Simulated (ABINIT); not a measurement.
# A GW chain in ABINIT: KZnF3 (Pm-3m), part 2 of 3

Aim: the G0W0 gap of KZnF3 (Pm-3m) on LDA, step by step.

ABINIT 10.8.3; LDA and many-body steps on it, plane waves. Known limits of the many-body steps: not at the basis limit; d shell near the gap, gap tends to lie low; coarse k mesh.

So far. Step 2 (Ground state): The gap is indirect, with the least direct gap 1.70 eV higher.

### 3. Bands along the symmetry lines

Level of this step: DFT, LDA, plane waves, norm-conserving pseudopotentials (ABINIT).

The cheap functional maps the bands first; the places of the edges decide which points the dearer methods must see.

Input file run.abi:

```
acell 3*1.0 Angstrom
rprim 
  4.050000000000 0.000000000000 0.000000000000
  0.000000000000 4.050000000000 0.000000000000
  0.000000000000 0.000000000000 4.050000000000
ntypat 3
znucl 19 30 9
natom 5
typat 1 2 3 3 3
xred 
  0.000000000000 0.000000000000 0.000000000000
  0.500000000000 0.500000000000 0.500000000000
  0.500000000000 0.500000000000 0.000000000000
  0.000000000000 0.500000000000 0.500000000000
  0.500000000000 0.000000000000 0.500000000000
pp_dirpath "pseudos"
pseudos "K.upf, Zn.upf, F.upf"
ecut 36
iscf -2
irdden 1
kptopt 0
nkpt 50
kpt 
  0.00000000 0.00000000 0.00000000
  0.00000000 0.06250000 0.00000000
  0.00000000 0.12500000 0.00000000
  0.00000000 0.18750000 0.00000000
  0.00000000 0.25000000 0.00000000
  0.00000000 0.31250000 0.00000000
  0.00000000 0.37500000 0.00000000
  0.00000000 0.43750000 0.00000000
  0.00000000 0.50000000 0.00000000
  0.06250000 0.50000000 0.00000000
  0.12500000 0.50000000 0.00000000
  0.18750000 0.50000000 0.00000000
  0.25000000 0.50000000 0.00000000
  0.31250000 0.50000000 0.00000000
  0.37500000 0.50000000 0.00000000
  0.43750000 0.50000000 0.00000000
  0.50000000 0.50000000 0.00000000
  0.43750000 0.43750000 0.00000000
  0.37500000 0.37500000 0.00000000
  0.31250000 0.31250000 0.00000000
  0.25000000 0.25000000 0.00000000
  0.18750000 0.18750000 0.00000000
  0.12500000 0.12500000 0.00000000
  0.06250000 0.06250000 0.00000000
  0.00000000 0.00000000 0.00000000
  0.06250000 0.06250000 0.06250000
  0.12500000 0.12500000 0.12500000
  0.18750000 0.18750000 0.18750000
  0.25000000 0.25000000 0.25000000
  0.31250000 0.31250000 0.31250000
  0.37500000 0.37500000 0.37500000
  0.43750000 0.43750000 0.43750000
  0.50000000 0.50000000 0.50000000
  0.43750000 0.50000000 0.43750000
  0.37500000 0.50000000 0.37500000
  0.31250000 0.50000000 0.31250000
  0.25000000 0.50000000 0.25000000
  0.18750000 0.50000000 0.18750000
  0.12500000 0.50000000 0.12500000
  0.06250000 0.50000000 0.06250000
  0.00000000 0.50000000 0.00000000
  0.50000000 0.50000000 0.50000000
  0.50000000 0.50000000 0.43750000
  0.50000000 0.50000000 0.37500000
  0.50000000 0.50000000 0.31250000
  0.50000000 0.50000000 0.25000000
  0.50000000 0.50000000 0.18750000
  0.50000000 0.50000000 0.12500000
  0.50000000 0.50000000 0.06250000
  0.50000000 0.50000000 0.00000000
istwfk *1
nband 32
nbdbuf 2
tolwfr 1e-08
nstep 40
prtwf 0
prtvol 0
indata_prefix "in"
outdata_prefix "out"
tmpdata_prefix "tmp"
```

On the command line:

```
OMP_NUM_THREADS=1 mpirun -n 4 abinit run.abi > log
```

Numbers of over 12 decimals in the logs are rounded to 6 here.

Log:

```text
.Version 10.8.3 of ABINIT. v10.8.2 released Aug 2026.

 Symmetries : space group Pm -3 m (#221); Bravais cP (primitive cubic)
[... echo of the input left out ...]
== DATASET  1 ==================================================================
-   mpi_nproc: 4, omp_nthreads: 1 (-1 if OMP is not activated)

--- !DatasetInfo
iteration_state: {dtset: 1, }
dimensions: {natom: 5, nkpt: 50, mband: 32, nsppol: 1, nspinor: 1, nspden: 1, mpw: 4680, }
cutoff_energies: {ecut:  36.0, pawecutdg:  -1.0, }
electrons: {nelect:   5.00000000E+01, charge:   0.00000000E+00, occopt:   1.00000000E+00, tsmear:   1.00000000E-02, }

 Real(R)+Recip(G) space primitive vectors, cartesian coordinates (Bohr,Bohr^-1):
 R(1)=  7.6533908  0.0000000  0.0000000  G(1)=  0.1306610  0.0000000  0.0000000
 R(2)=  0.0000000  7.6533908  0.0000000  G(2)=  0.0000000  0.1306610  0.0000000
 R(3)=  0.0000000  0.0000000  7.6533908  G(3)=  0.0000000  0.0000000  0.1306610
 Unit cell volume ucvol=  4.4829270E+02 bohr^3
 Angles (23,13,12)=  9.00000000E+01  9.00000000E+01  9.00000000E+01 degrees

 getcut: wavevector=  0.0000  0.0000  0.0000  ngfft=  45  45  45
         ecut(hartree)=     36.000   => boxcut(ratio)=   2.12854

--- Pseudopotential description ------------------------------------------------
- K Generated using ONCVPSP code by D. R. Hamann
- 19.00000   9.00000  180309                  znucl, zion, pspdat
12 -1012 2 -1 2170                            pspcod,pspxc,lmax,lloc,mmax
     nproj     2     2     2
  pspatm : epsatm=    8.21740868
         --- l  ekb(1:nproj) -->
             0   10.940065    0.829722
             1    4.437415    0.568178
             2   -3.386874   -1.066382
 pspatm: atomic psp has been read  and splines computed

- Zn Generated using ONCVPSP code by D. R. Hamann
- 30.00000  20.00000  180309                  znucl, zion, pspdat
12 -1012 2 -1 1296                            pspcod,pspxc,lmax,lloc,mmax
     nproj     2     2     2
  pspatm : epsatm=   26.73031766
         --- l  ekb(1:nproj) -->
[...]
pspatm: atomic psp has been read  and splines computed

- F Generated using ONCVPSP code by D. R. Hamann
-  9.00000   7.00000  201202                  znucl, zion, pspdat
12 -1012 2 -1 824                             pspcod,pspxc,lmax,lloc,mmax
     nproj     2     2     1
  pspatm : epsatm=    4.94580260
         --- l  ekb(1:nproj) -->
[...]
2   -2.364936
 pspatm: atomic psp has been read  and splines computed

--------------------------------------------------------------------------------

================================================================================
 prteigrs : about to open file out_EIG
 Non-SCF case, kpt    1 (  0.00000  0.00000  0.00000), residuals and eigenvalues=
  2.14E-09  3.57E-09  5.53E-09  7.03E-09  9.67E-09  7.64E-09  1.85E-09  4.55E-09
[...]
Non-SCF case, kpt   49 (  0.50000  0.50000  0.06250), residuals and eigenvalues=
[...]
4.8280E-01  4.8293E-01
 Non-SCF case, kpt   50 (  0.50000  0.50000  0.00000), residuals and eigenvalues=
[...]
-2.2606E-02 -2.2606E-02 -1.7788E-02 -4.7223E-03 -4.7223E-03  9.1371E-03
  5.7907E-02  3.5169E-01  4.2658E-01  4.2658E-01  4.2727E-01  4.7872E-01
  4.7873E-01  4.8613E-01

--- !ResultsGS
iteration_state: {dtset: 1, }
comment   : Summary of ground state results
lattice_vectors:
- [  7.6533908,   0.0000000,   0.0000000, ]
- [  0.0000000,   7.6533908,   0.0000000, ]
- [  0.0000000,   0.0000000,   7.6533908, ]
lattice_lengths: [   7.65339,    7.65339,    7.65339, ]
lattice_angles: [ 90.000,  90.000,  90.000, ] # degrees, (23, 13, 12)
lattice_volume:   4.4829270E+02
convergence: {deltae:  0.000E+00, res2:  0.000E+00, residm:  9.994E-09, diffor:  0.000E+00, }
etotal    :  -3.12792339E+02
entropy   :   0.00000000E+00
fermie    :   5.79883345E-02
cartesian_stress_tensor: null
pressure_GPa: null
xred      :
- [  0.0000E+00,   0.0000E+00,   0.0000E+00,  K]
- [  5.0000E-01,   5.0000E-01,   5.0000E-01, Zn]
- [  5.0000E-01,   5.0000E-01,   0.0000E+00,  F]
- [  0.0000E+00,   5.0000E-01,   5.0000E-01,  F]
- [  5.0000E-01,   0.0000E+00,   5.0000E-01,  F]
cartesian_forces: null
force_length_stats: {min: null, max: null, mean: null, }

 Integrated electronic density in atomic spheres:
 ------------------------------------------------
 Atom  Sphere_radius  Integrated_density
[...]
================================================================================

 ----iterations are completed or convergence reached----

 Mean square residual over all n,k,spin=   53.423E-10; max=  99.936E-10
 reduced coordinates (array xred) for    5 atoms
[...]
0.000000000000      0.500000000000      0.500000000000
       0.500000000000      0.000000000000      0.500000000000

 cartesian coordinates (angstrom) at end:
    1      0.000000     0.000000     0.000000
    2      2.025000     2.025000     2.025000
    3      2.025000     2.025000     0.000000
    4      0.000000     2.025000     2.025000
    5      2.025000     0.000000     2.025000
 length scales=  1.889726125908  1.889726125908  1.889726125908 bohr
              =  1.000000000000  1.000000000000  1.000000000000 angstroms
 prteigrs : about to open file out_EIG
 Eigenvalues (hartree) for nkpt=  50  k points:
 kpt#   1, nband= 32, wtk=  1.00000, kpt=  0.0000  0.0000  0.0000 (reduced coord)
[...]
kpt#   2, nband= 32, wtk=  1.00000, kpt=  0.0000  0.0625  0.0000 (reduced coord)
[...]
kpt#   3, nband= 32, wtk=  1.00000, kpt=  0.0000  0.1250  0.0000 (reduced coord)
[...]
kpt#  49, nband= 32, wtk=  1.00000, kpt=  0.5000  0.5000  0.0625 (reduced coord)
[...]
kpt#  50, nband= 32, wtk=  1.00000, kpt=  0.5000  0.5000  0.0000 (reduced coord)
[...]
-0.07461   -0.03679   -0.02261   -0.02261   -0.01779   -0.00472   -0.00472    0.00914
   0.05791    0.35169    0.42658    0.42658    0.42727    0.47872    0.47873    0.48613

== END DATASET(S) ==============================================================
================================================================================

 -outvars: echo values of variables after computation  --------
            nband          32
             nkpt          50
          spgroup         221
 [... the other variables as echoed above ...]

 Calculation completed.
```

The job ended after 54 s (4 MPI ranks of Arm Neoverse V1, shared host; peak memory 0.38 GiB).

This step gave:

| Quantity | Value |
| --- | --- |
| gap | 3.736 eV |
| k of the valence top | 0.5, 0.5, 0.5 |
| k of the conduction bottom | 0, 0, 0 |
| least direct gap | 5.433 eV |

The gap is 3.736 eV, as in the run before at this level.

Electronic bands along the path, in eV, zero at the top of the highest filled band:

```
    point  band 22  band 23  band 24  band 25  band 26  band 27  band 28  band 29
        Γ    -1.90    -1.70    -1.70    -1.70     3.74     8.63     8.63     9.20
  halfway    -1.87    -1.77    -1.67    -1.67     4.87     8.83     9.10     9.97
        X    -1.88    -1.63    -1.60    -1.60     6.52     8.18     9.61    11.07
  halfway    -1.79    -1.66    -1.51    -0.64     7.09     8.79    10.10    10.63
        M    -1.71    -1.71    -1.33     0.00     7.99    10.03    10.03    10.05
  halfway    -1.79    -1.72    -1.70    -0.99     5.71     9.27     9.63    10.21
        Γ    -1.90    -1.70    -1.70    -1.70     3.74     8.63     8.63     9.20
  halfway    -1.89    -1.61    -1.03    -1.03     6.33     9.71     9.71    10.31
        R    -1.31    -1.31     0.00     0.00     8.37     8.37     8.37    10.13
  halfway    -1.60    -1.47    -1.10    -0.51     7.46     8.92     9.76    10.64
        X    -1.88    -1.63    -1.60    -1.60     6.52     8.18     9.61    11.07
jump to R    -1.31    -1.31     0.00     0.00     8.37     8.37     8.37    10.13
  halfway    -1.56    -1.32    -0.95     0.00     8.15     9.02     9.02    10.76
        M    -1.71    -1.71    -1.33     0.00     7.99    10.03    10.03    10.05
```

### 4. Empty states on the mesh, 2×2×2 mesh, 75 bands

The sums over transitions need many empty states on a uniform mesh; this step solves for them.

Input file run.abi:

```
acell 3*1.0 Angstrom
rprim 
  4.050000000000 0.000000000000 0.000000000000
  0.000000000000 4.050000000000 0.000000000000
  0.000000000000 0.000000000000 4.050000000000
ntypat 3
znucl 19 30 9
natom 5
typat 1 2 3 3 3
xred 
  0.000000000000 0.000000000000 0.000000000000
  0.500000000000 0.500000000000 0.500000000000
  0.500000000000 0.500000000000 0.000000000000
  0.000000000000 0.500000000000 0.500000000000
  0.500000000000 0.000000000000 0.500000000000
pp_dirpath "pseudos"
pseudos "K.upf, Zn.upf, F.upf"
ecut 36
ngkpt 2 2 2
nshiftk 1
shiftk 0 0 0
kptopt 1
chksymbreak 0
iscf -2
irdden 1
istwfk *1
nband 75
nbdbuf 6
tolwfr 1e-09
nstep 60
prtvol 0
indata_prefix "in"
outdata_prefix "out"
tmpdata_prefix "tmp"
```

Log:

```text
.Version 10.8.3 of ABINIT. v10.8.2 released Aug 2026.

 Symmetries : space group Pm -3 m (#221); Bravais cP (primitive cubic)
[... echo of the input left out ...]
== DATASET  1 ==================================================================
-   mpi_nproc: 4, omp_nthreads: 1 (-1 if OMP is not activated)

--- !DatasetInfo
iteration_state: {dtset: 1, }
dimensions: {natom: 5, nkpt: 4, mband: 75, nsppol: 1, nspinor: 1, nspden: 1, mpw: 4680, }
cutoff_energies: {ecut:  36.0, pawecutdg:  -1.0, }
electrons: {nelect:   5.00000000E+01, charge:   0.00000000E+00, occopt:   1.00000000E+00, tsmear:   1.00000000E-02, }

 Real(R)+Recip(G) space primitive vectors, cartesian coordinates (Bohr,Bohr^-1):
 R(1)=  7.6533908  0.0000000  0.0000000  G(1)=  0.1306610  0.0000000  0.0000000
 R(2)=  0.0000000  7.6533908  0.0000000  G(2)=  0.0000000  0.1306610  0.0000000
 R(3)=  0.0000000  0.0000000  7.6533908  G(3)=  0.0000000  0.0000000  0.1306610
 Unit cell volume ucvol=  4.4829270E+02 bohr^3
 Angles (23,13,12)=  9.00000000E+01  9.00000000E+01  9.00000000E+01 degrees

 getcut: wavevector=  0.0000  0.0000  0.0000  ngfft=  45  45  45
         ecut(hartree)=     36.000   => boxcut(ratio)=   2.12854

--- Pseudopotential description ------------------------------------------------
- K Generated using ONCVPSP code by D. R. Hamann
- 19.00000   9.00000  180309                  znucl, zion, pspdat
12 -1012 2 -1 2170                            pspcod,pspxc,lmax,lloc,mmax
     nproj     2     2     2
  pspatm : epsatm=    8.21740868
         --- l  ekb(1:nproj) -->
             0   10.940065    0.829722
             1    4.437415    0.568178
             2   -3.386874   -1.066382
 pspatm: atomic psp has been read  and splines computed

- Zn Generated using ONCVPSP code by D. R. Hamann
- 30.00000  20.00000  180309                  znucl, zion, pspdat
12 -1012 2 -1 1296                            pspcod,pspxc,lmax,lloc,mmax
     nproj     2     2     2
  pspatm : epsatm=   26.73031766
         --- l  ekb(1:nproj) -->
[...]
pspatm: atomic psp has been read  and splines computed

- F Generated using ONCVPSP code by D. R. Hamann
-  9.00000   7.00000  201202                  znucl, zion, pspdat
12 -1012 2 -1 824                             pspcod,pspxc,lmax,lloc,mmax
     nproj     2     2     1
  pspatm : epsatm=    4.94580260
         --- l  ekb(1:nproj) -->
[...]
2   -2.364936
 pspatm: atomic psp has been read  and splines computed

--------------------------------------------------------------------------------

================================================================================
 prteigrs : about to open file out_EIG
 Non-SCF case, kpt    1 (  0.00000  0.00000  0.00000), residuals and eigenvalues=
  3.83E-10  2.83E-10  2.94E-10  3.47E-10  2.46E-10  2.71E-10  2.06E-10  4.41E-10
  2.14E-10  4.60E-10  9.52E-10  1.70E-10  5.11E-10  6.10E-10  1.84E-10  2.56E-10
  8.99E-10  2.53E-10  2.87E-10  1.62E-10  1.92E-10  8.46E-10  1.97E-10  4.45E-10
[...]
-4.4103E+00 -2.7429E+00 -2.7429E+00 -2.7429E+00 -9.1364E-01 -7.1437E-01
 -6.8987E-01 -6.8987E-01 -3.1435E-01 -3.1435E-01 -3.1435E-01 -9.1184E-02
 -9.1184E-02 -9.1184E-02 -7.2252E-02 -7.2252E-02 -7.2252E-02 -5.9117E-02
[...]
1.5028E+00  1.5028E+00  1.5133E+00  1.5133E+00  1.5133E+00  1.5157E+00
  1.6293E+00  1.6293E+00  1.6293E+00  1.6342E+00  1.6342E+00  1.6689E+00
[...]
prteigrs : prtvol=0 or 1, do not print more k-points.

--- !ResultsGS
iteration_state: {dtset: 1, }
comment   : Summary of ground state results
lattice_vectors:
- [  7.6533908,   0.0000000,   0.0000000, ]
- [  0.0000000,   7.6533908,   0.0000000, ]
- [  0.0000000,   0.0000000,   7.6533908, ]
lattice_lengths: [   7.65339,    7.65339,    7.65339, ]
lattice_angles: [ 90.000,  90.000,  90.000, ] # degrees, (23, 13, 12)
lattice_volume:   4.4829270E+02
convergence: {deltae:  0.000E+00, res2:  0.000E+00, residm:  9.996E-10, diffor:  0.000E+00, }
etotal    :  -3.12792339E+02
entropy   :   0.00000000E+00
fermie    :   5.79883345E-02
cartesian_stress_tensor: null
pressure_GPa: null
xred      :
- [  0.0000E+00,   0.0000E+00,   0.0000E+00,  K]
- [  5.0000E-01,   5.0000E-01,   5.0000E-01, Zn]
- [  5.0000E-01,   5.0000E-01,   0.0000E+00,  F]
- [  0.0000E+00,   5.0000E-01,   5.0000E-01,  F]
- [  5.0000E-01,   0.0000E+00,   5.0000E-01,  F]
cartesian_forces: null
force_length_stats: {min: null, max: null, mean: null, }

 Integrated electronic density in atomic spheres:
 ------------------------------------------------
 Atom  Sphere_radius  Integrated_density
[...]
================================================================================

 ----iterations are completed or convergence reached----

 Mean square residual over all n,k,spin=   45.046E-11; max=  99.963E-11
 reduced coordinates (array xred) for    5 atoms
[...]
0.500000000000      0.000000000000      0.500000000000

 cartesian coordinates (angstrom) at end:
    1      0.000000     0.000000     0.000000
    2      2.025000     2.025000     2.025000
    3      2.025000     2.025000     0.000000
    4      0.000000     2.025000     2.025000
    5      2.025000     0.000000     2.025000
 length scales=  1.889726125908  1.889726125908  1.889726125908 bohr
              =  1.000000000000  1.000000000000  1.000000000000 angstroms
 prteigrs : about to open file out_EIG
 Eigenvalues (hartree) for nkpt=   4  k points:
 kpt#   1, nband= 75, wtk=  0.12500, kpt=  0.0000  0.0000  0.0000 (reduced coord)
[...]
1.26703    1.28290    1.31699    1.50280    1.50280    1.50280    1.51328    1.51328
   1.51328    1.51573    1.62931    1.62931    1.62931    1.63419    1.63419    1.66888
   1.66888    1.66897    1.68807
 prteigrs : prtvol=0 or 1, do not print more k-points.

== END DATASET(S) ==============================================================
================================================================================

 -outvars: echo values of variables after computation  --------
            nband          75
             nkpt           4
          spgroup         221
 [... the other variables as echoed above ...]

 Calculation completed.
```

Run time: 20 s. Hardware: 4 MPI ranks; peak memory 0.3 GiB.

Numbers from this step:

```yaml
gap: 3.736 eV
k_of_the_valence_top: 0.5, 0.5, 0.5
k_of_the_conduction_bottom: 0, 0, 0
least_direct_gap: 5.433 eV
k_points_computed: 4
lowest_point_of_the_top_converged_band_above_the_valence_top: 40.52 eV
```

On this mesh the gap is 3.736 eV.

### 5. Screening, 2×2×2 mesh, 69 bands, screening to 106.1 eV

The RPA dielectric matrix is built and inverted for each q.

This step: RPA screening on LDA, plane waves, norm-conserving pseudopotentials.

Edit run.abi of step 4 so:

```diff
@@ -23,10 +23,11 @@
 chksymbreak 0
-iscf -2
-irdden 1
 istwfk *1
-nband 75
-nbdbuf 6
-tolwfr 1e-09
-nstep 60
-prtvol 0
+occopt 1
+irdwfk 1
+optdriver 3
+nband 69
+ecuteps 3.9
+inclvkb 2
+awtr 1
+symchi 1
 indata_prefix "in"
```

Log:

```text
.Version 10.8.3 of ABINIT. v10.8.2 released Aug 2026.

 Symmetries : space group Pm -3 m (#221); Bravais cP (primitive cubic)
[... echo of the input left out ...]
== DATASET  1 ==================================================================
-   mpi_nproc: 4, omp_nthreads: 1 (-1 if OMP is not activated)

--- !DatasetInfo
iteration_state: {dtset: 1, }
dimensions: {natom: 5, nkpt: 4, mband: 69, nsppol: 1, nspinor: 1, nspden: 1, mpw: 4680, }
cutoff_energies: {ecut:  36.0, pawecutdg:  -1.0, }
electrons: {nelect:   5.00000000E+01, charge:   0.00000000E+00, occopt:   1.00000000E+00, tsmear:   1.00000000E-02, }

 SCREENING: Calculation of the susceptibility and dielectric matrices

 Based on a program developped by R.W. Godby, V. Olevano, G. Onida, and L. Reining.
 Incorporated in ABINIT by V. Olevano, G.-M. Rignanese, and M. Torrent.
.Using double precision arithmetic ; gwpc =  8

[... cell and pseudopotentials left out ...]
--------------------------------------------------------------------------------

 ==== K-mesh for the wavefunctions ====
 Number of points in the irreducible wedge :     4
[... list of points left out ...]
 Together with 48 symmetry operations and time-reversal symmetry
 yields     8 points in the full Brillouin Zone.

 ==== Q-mesh for the screening function ====
 Number of points in the irreducible wedge :     4
[... list of points left out ...]
 Together with 48 symmetry operations and time-reversal symmetry
 yields     8 points in the full Brillouin Zone.

 setmesh: FFT mesh size selected  =    27x   27x   27
          total number of points  =        19683

 vcoul_init : cutoff-mode = AUXILIARY_FUNCTION
 q-points for optical limit:   1
     1)      0.000010    0.000020    0.000030

- screening: taking advantage of time-reversal symmetry
- Maximum band index for partially occupied states nbvw = 25
- Remaining bands to be divided among processors   nbcw = 44
- Number of bands treated by each node ~11

 Number of electrons calculated from density =   50.0000; Expected =   50.0000
 average of density, n =  0.111534
 r_s =    1.2887
 omega_plasma =   32.2151 [eV]

 calculating chi0 at frequencies [eV] :
  1    0.000000E+00    0.000000E+00
  2    0.000000E+00    3.221512E+01

--------------------------------------------------------------------------------
  q-point number  1        q = ( 0.000000, 0.000000, 0.000000) [r.l.u.]
--------------------------------------------------------------------------------
[... chi0 elements left out ...]
 For q-point:  0.000010 0.000020 0.000030
  dielectric constant =   2.3789
  dielectric constant without local fields =   2.5093

  Average fulfillment of the sum rule on Im[epsilon] for q-point    1 :     26.79  [%]
[... wings left out ...]
  q-point number  2        q = ( 0.500000, 0.000000, 0.000000) [r.l.u.]
--------------------------------------------------------------------------------
[... chi0 elements left out ...]
  Average fulfillment of the sum rule on Im[epsilon] for q-point    2 :     33.27  [%]

 [... 2 further q-points ...]
```

The job ended after 8.3 s (4 MPI ranks; peak memory 0.64 GiB).

This step gave:

- ε∞ with local fields, on this mesh, along the program's q direction: 2.379
- the same without local fields: 2.509
- plasma frequency: 32.22 eV
- plane waves in the screening matrix: 171

Local fields lower ε∞ by 5 %. On a Γ-centred mesh this coarse the value itself is usually too large, while a short band sum pulls it down.

[end of part 2 of 3]

[Paths, hosts, dates, memory and timing lines, banners, echoed tables and standing remarks are left out of the program output.]

[Logs are printed without paths, hosts, clocks, repeated set-up lines and the standing remarks that a program may print on its own settings, such as how far it seeks lower states.]

[Runs of the session that timed out or met a known fault of the program may be left out.]

[Hosts, paths, dates, database ids (printed as entryN), source tags and the programs' standing remarks are cut or masked in the printed files.]

[G0W0 gaps are taken among the corrected bands and points alone; a level outside them can change the order at an edge.]

[Where Ansatz stands beside ABINIT at settings called matched, ABINIT's density can come from a denser mesh and the files from another edition; pairs whose starting gaps differed by over 0.03 eV were left out, so agreement reads better than it is.]
